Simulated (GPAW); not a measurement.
# STM contrast on a 7-layer slab of K(110), part 2 of 2

Aim: Tersoff-Hamann images of a 7-layer slab of K(110) at several biases.

GPAW 26.7.0; GPAW, PAW setups; slab in vacuum, relaxation (the session's first sound run).

So far. Step 2 (Relaxation): The starting forces already met the threshold, so no step was taken. The largest force left on a free atom is 0.0097 eV/Å.

### 3. Plane waves, PBE

With the geometry fixed, the planar mean of the potential gives the vacuum level on each side.

This step: GPAW, PAW setups; slab in vacuum (GPAW 26.7.0).

Contents of run.py:

```python
import json
import numpy as np
from ase import Atoms
from ase.dft.stm import STM
from gpaw import GPAW, PW

slab = Atoms(
    ['K', 'K', 'K', 'K', 'K', 'K', 'K'],
    positions=[
        [0.00000, 0.00000, 7.00000],
        [3.69817, 0.00000, 10.69817],
        [0.00000, 0.00000, 14.39634],
        [3.69817, 0.00000, 18.09451],
        [0.00000, 0.00000, 21.79267],
        [3.69817, 0.00000, 25.49084],
        [0.00000, 0.00000, 29.18901]],
    cell=[[3.69817, -2.615, 0.0], [3.69817, 2.615, 0.0], [0.0, 0.0, 36.18901]],
    pbc=[True, True, False])

slab.calc = GPAW(mode=PW(400), xc='PBE', kpts={'size': (8, 8, 1), 'gamma': True},
                 occupations={'name': 'fermi-dirac', 'width': 0.1}, nbands='160%',
                 convergence={'density': 1e-05}, maxiter=200,
                 poissonsolver={'dipolelayer': 'xy'},
                 symmetry={'tolerance': 1e-3}, txt='slab.txt')
result = {}
energy = slab.get_potential_energy()
fermi = slab.calc.get_fermi_level()
v = slab.calc.get_electrostatic_potential().mean((0, 1)) - fermi
n = slab.calc.get_pseudo_density().mean((0, 1))
L = slab.cell[2, 2]
z = np.arange(len(v)) * L / len(v)
low, high = slab.positions[:, 2].min(), slab.positions[:, 2].max()
below, above = np.interp([low - 4.8, high + 4.8], z, v)
slopes = [np.interp(x, z, np.gradient(v, z)) for x in (low - 4.8, high + 4.8)]
eps = np.array([[slab.calc.get_eigenvalues(k, s) for k in range(len(slab.calc.get_ibz_k_points()))]
                for s in range(slab.calc.get_number_of_spins())]) - fermi
top, bottom = eps[eps < 0].max(), eps[eps > 0].min()
dipole = slab.get_dipole_moment()[2]
print(f'energy {energy:.4f} eV, Fermi level {fermi:.4f} eV, dipole {dipole:.5f} e A')
print(f'potential 4.8 A off the faces, from the Fermi level: lower {below:.4f} eV, upper {above:.4f} eV')
print(f'slope of the potential there: lower {slopes[0]:.5f}, upper {slopes[1]:.5f} eV/A')
print(f'nearest levels on the mesh: {top:.4f} and {bottom:.4f} eV')
print('magnetic moment', round(slab.get_magnetic_moment(), 3))
result.update(energy=energy, fermi=fermi, dipole=dipole, below=below, above=above, slopes=slopes, edges=[top, bottom],
              z=z.tolist(), v=v.tolist(), n=n.tolist(), positions=slab.positions.tolist(),
              forces=slab.get_forces(apply_constraint=False).tolist(), moments=slab.get_magnetic_moments().tolist())

# Images need the states of the whole zone, up to time reversal
slab.calc = slab.calc.fixed_density(symmetry={'point_group': False}, txt='states.txt',
                                    convergence={'bands': 'CBM+0.8'})
stm = STM(slab)
result['stm'] = []
for bias in [-0.5, 0.5]:
    height = high + 4.0
    current = stm.get_averaged_current(bias, height)
    x, y, h = stm.scan(bias, current)
    i, f = divmod(height / L * stm.ldos.shape[2], 1)
    I = abs((1 - f) * stm.ldos[:, :, int(i)] + f * stm.ldos[:, :, int(i) + 1])
    print(f'bias {bias} V: mean current at 4.0 A {current:.4e}, corrugation {np.ptp(h):.4f} A')
    result['stm'].append(dict(bias=bias, current=current, h=(h - high).tolist(), I=I.tolist()))
json.dump(result, open('result.json', 'w'))
```

Command:

```bash
$ OMP_NUM_THREADS=1 OPENBLAS_NUM_THREADS=1 python run.py
```

The program printed:

```text
energy -7.9386 eV, Fermi level 0.1626 eV, dipole 0.00006 e A
potential 4.8 A off the faces, from the Fermi level: lower 2.3865 eV, upper 2.3862 eV
slope of the potential there: lower -0.01048, upper 0.01048 eV/A
nearest levels on the mesh: -0.0030 and 0.0017 eV
magnetic moment 0.0
bias -0.5 V: mean current at 4.0 A 8.0358e-05, corrugation 0.0220 A
bias 0.5 V: mean current at 4.0 A 1.9224e-04, corrugation 0.0247 A
```

Wall time 7.3 min (1 thread of AMD EPYC 7R13 (Zen 3), shared host); peak memory 1.1 GiB.

Numbers from this step:

| Quantity | Value |
| --- | --- |
| dipole along the normal | 6.01e-5 e·Å |
| levels nearest the Fermi level on the mesh | -0.002985, 0.001740 eV from the Fermi level |
| lower work function | 2.387 eV |
| corrugation -0.5 | 0.02201 Å |
| corrugation 0.5 | 0.02468 Å |

Electrostatic potential energy of an electron (without an applied field's), less the Fermi level, planar mean against z:

```
z (Å)  electrostatic potential energy of an electron (without an applied field's), less the Fermi level, planar mean (eV)
    0                                                                                                                2.39
    1                                                                                                                2.39
    2                                                                                                                2.39
    3                                                                                                                2.37
    4                                                                                                                2.27
    5                                                                                                                1.86
    6                                                                                                               0.212
    7                                                                                                               -7.73
    8                                                                                                               0.576
    9                                                                                                                1.78
   10                                                                                                               -1.02
   11                                                                                                               -5.29
   12                                                                                                                1.33
   13                                                                                                                1.48
   14                                                                                                               -4.08
   15                                                                                                               -1.78
   16                                                                                                                1.71
   17                                                                                                               0.844
   18                                                                                                               -7.33
   19                                                                                                               0.167
   20                                                                                                                1.80
   21                                                                                                              -0.373
   22                                                                                                               -6.38
   23                                                                                                                1.13
   24                                                                                                                1.61
   25                                                                                                               -2.94
   26                                                                                                               -2.77
   27                                                                                                                1.62
   28                                                                                                                1.13
   29                                                                                                               -6.62
   30                                                                                                              -0.595
   31                                                                                                                1.69
   32                                                                                                                2.23
   33                                                                                                                2.36
   34                                                                                                                2.39
   35                                                                                                                2.39
   36                                                                                                                2.39
```

Pseudo valence density, planar mean against z:

z (Å), pseudo valence density, planar mean (e/Å³) and a bar:
```
        1      0.000 
        2      0.000 
        3      0.000 
        4      0.002 
        5      0.006 
        6      0.041 ###
        7      0.390 ##############################
        8      0.046 ####
        9      0.017 #
       10      0.119 #########
       11      0.303 #######################
       12      0.023 ##
       13      0.021 ##
       14      0.252 ###################
       15      0.156 ############
       16      0.018 #
       17      0.034 ###
       18      0.379 #############################
       19      0.061 #####
       20      0.017 #
       21      0.090 #######
       22      0.349 ###########################
       23      0.027 ##
       24      0.019 #
       25      0.204 ################
       26      0.197 ###############
       27      0.019 #
       28      0.028 ##
       29      0.353 ###########################
       30      0.082 ######
       31      0.007 #
       32      0.002 
       33      0.000 
       34      0.000 
       35      0.000
```

Tip height over the top atom over a1 and a2. Sample bias -0.5 V, constant current at the mean current 4.0 Å over the top atom.

Ten even steps from '_' (3.989 Å) to '@' (4.011 Å):
```
@@@@%%%%%%##****++++++++++++******##%%##%%
%%%%########**++++++++++++++++**####%%%%##
%%%%##****++++========++++++++****##%%%%%%
##%%##**++++======----==++++++++**########
######++++++==------::--========++****##**
******++====--::::....::::------==++******
****++====--::....______::::----==++++++**
**++++====--::..________..::::--==++++++++
++++++==----..____________..::::==++++++++
++++++==--::..________________::--==++++++
++++++++==--::________________..::--==++++
++++++++++==::::..____________..----==++++
**++++++++==--::::..________..::--====++++
****++++++==----::::______....::--====++**
********++==------::::....::::--====++****
##**##****++========--::------==++++++####
##########**++++++++==----======++++**##%%
%%%%%%%%##****++++++++========++++****##%%
%%##%%%%####**++++++++++++++++**########%%
@@%%##%%##******++++++++++++****##%%%%%%@@
@@@@%%%%####******++++++++******####%%%%@@
```
Columns: a1 from 0 to 0.952; rows upwards: a2 from 0 to 0.952.

Local density of states summed over the bias window over a1 and a2. Sample bias -0.5 V, constant height 4.0 Å over the top atom.

Ten even steps from '_' (7.92 × 1e-5 arbitrary) to '@' (8.16 × 1e-5 arbitrary):
```
@@%%####%%##**++++++++====++******######%%
######**####**++==========++++****##%%%%##
####******++====----====++++++++**##%%%%##
##%%##**++====----------==++++++**########
######++====------::::::--==--==++********
******====----::::......::------==++++****
**++++==----::..________..::::----++++++**
++++==------::__________....::--==++++++++
++++==----::..____________....::--==++====
++++====--::..________________..::--======
++======--::..________________..::--====++
++====++==--::....____________..::----==++
++++++++++==--::....__________::------==++
****++++++----::::..________..::----==++++
******++++==------::......::::----====****
##********++==--==--::::::------====++####
##########**++++++==----------====++**##%%
####%%%%##**++++++++====----====++******##
####%%%%##****++++==========++**####**####
@@%%######******++====++++++++**##%%####%%
@@@@########****++++++++++++****########@@
```
Columns: a1 from 0 to 0.952; rows upwards: a2 from 0 to 0.952.

Tip height over the top atom over a1 and a2. Sample bias 0.5 V, constant current at the mean current 4.0 Å over the top atom.

Ten even steps from '_' (3.986 Å) to '@' (4.011 Å):
```
@@@@%%%%%%%%##**************####%%%%%%%%%%
%%%%####%%##****++++**********##%%%%@@%%%%
%%%%##******++======++********##%%%%@@@@%%
%%%%%%****++++==----====++******##%%%%%%%%
%%%%##**++++==----------====++++**##%%%%%%
####**++++==----::....::----====++**######
##****====----....____..::----==++******##
##**++==----::..________..------==********
##**++==----..__________....::--==++******
******++==--..______________..::--==******
********==--::..______________..--==++****
##******++==--::....__________..----==++**
##********==------..________..::----==++**
####******++==----::..____....----====****
########**++====----::....::----==++++**##
%%%%%%%%##**++++====----------==++++**##%%
%%%%%%%%%%##******++====----==++++****%%%%
%%%%@@@@%%%%##********++======++******##%%
%%%%%%@@%%%%##**********++++****##%%####%%
@@%%%%%%%%%%####**************##%%%%%%%%@@
@@@@%%%%%%%%########****########%%%%%%%%@@
```
Columns: a1 from 0 to 0.952; rows upwards: a2 from 0 to 0.952.

Local density of states summed over the bias window over a1 and a2. Sample bias 0.5 V, constant height 4.0 Å over the top atom.

Ten even steps from '0' (1.89 × 1e-4 arbitrary) to '9' (1.95 × 1e-4 arbitrary):
```
998888766666667788888
887777655566666788888
887666544455666788988
887655543344556678888
887654433223444567888
776554322112334456777
765443211001233446667
665433210000123345666
665432100000112345666
666542100000001234566
666543210000000124566
666654321100000123456
666654332100001233456
776664433210011234456
777765443321122345567
888876544432233445678
888887665544334555678
888988766655444566678
888888766666555677778
988888776666666788889
998888776666667788889
```
Columns: a1 from 0 to 0.952; rows upwards: a2 from 0 to 0.952.

The potential is flat to 0.01 eV/Å where it is read, so the vacuum is wide enough.

### 4. A changed run

One more run, with changed settings.

run.py: that of step 3 with these lines changed.

```diff
@@ -3,3 +3,2 @@
 from ase import Atoms
-from ase.dft.stm import STM
 from gpaw import GPAW, PW
@@ -19,5 +18,5 @@
 
-slab.calc = GPAW(mode=PW(400), xc='PBE', kpts={'size': (8, 8, 1), 'gamma': True},
+slab.calc = GPAW(mode=PW(400), xc='PBE', kpts={'size': (1, 1, 1), 'gamma': True},
                  occupations={'name': 'fermi-dirac', 'width': 0.1}, nbands='160%',
-                 convergence={'density': 1e-05}, maxiter=200,
+                 convergence={'density': 1e-05}, maxiter=75,
                  poissonsolver={'dipolelayer': 'xy'},
@@ -46,16 +45,2 @@
               forces=slab.get_forces(apply_constraint=False).tolist(), moments=slab.get_magnetic_moments().tolist())
-
-# Images need the states of the whole zone, up to time reversal
-slab.calc = slab.calc.fixed_density(symmetry={'point_group': False}, txt='states.txt',
-                                    convergence={'bands': 'CBM+0.8'})
-stm = STM(slab)
-result['stm'] = []
-for bias in [-0.5, 0.5]:
-    height = high + 4.0
-    current = stm.get_averaged_current(bias, height)
-    x, y, h = stm.scan(bias, current)
-    i, f = divmod(height / L * stm.ldos.shape[2], 1)
-    I = abs((1 - f) * stm.ldos[:, :, int(i)] + f * stm.ldos[:, :, int(i) + 1])
-    print(f'bias {bias} V: mean current at 4.0 A {current:.4e}, corrugation {np.ptp(h):.4f} A')
-    result['stm'].append(dict(bias=bias, current=current, h=(h - high).tolist(), I=I.tolist()))
 json.dump(result, open('result.json', 'w'))
```

The program printed:

```text
energy -14.9404 eV, Fermi level -1.1425 eV, dipole 0.00006 e A
potential 4.8 A off the faces, from the Fermi level: lower 3.3723 eV, upper 3.3720 eV
slope of the potential there: lower -0.00669, upper 0.00669 eV/A
nearest levels on the mesh: -0.0097 and 0.3831 eV
magnetic moment 0.0
```

The job ended after 14 s (1 thread; peak memory 0.26 GiB).

The run finished. A setting was moved off its sound value on purpose, so it serves as a test and not as the result.

The fault put into the input: one k-point (kpts = [1, 1]).

Side by side:

```
                quantity  this run  sound run  difference
upper work function (eV)    3.3720     2.3862       0.986
lower work function (eV)    3.3723     2.3865       0.986
```

The two runs differ clearly in the upper work function: 3.37 eV against 2.39 eV.

### 5. Results

```json
{
 "work function, both faces": "2.39 eV",
 "dipole along the normal": "6.0e-5 e Å, near the numerical noise",
 "corrugation at -0.5 V": "0.0220 Å",
 "corrugation at 0.5 V": "0.0247 Å"
}
```

In words: In GPAW's constant-current maps the tip height varies by under 0.05 Å at every bias shown (0.025 Å at most), which is near the numerical ripple of the maps: an s-wave tip would see an almost flat surface. Negative sample bias images filled states, positive bias empty ones. The measured value for polycrystalline K, which weights the faces of low work function, is 2.29 eV (as compiled in "Anisotropic work function of elemental crystals", 2019, arxiv:1902.07811); the relaxed upper face lies 0.096 eV over it with PBE. Measured work functions scatter by a tenth of an eV or more between methods. The images are of Tersoff-Hamann type: an s-wave tip, no tip-sample forces, heights closer than in a microscope. The in-plane lattice was kept as typed, which isn't the functional's own and leaves some strain; spin-orbit coupling and temperature are left out.

[Logs are printed without paths, hosts, clocks, repeated set-up lines and the standing remarks that a program may print on its own settings, such as how far it seeks lower states.]

[Hosts, paths, dates, database ids (printed as entryN), source tags and the programs' standing remarks are cut or masked in the printed files.]
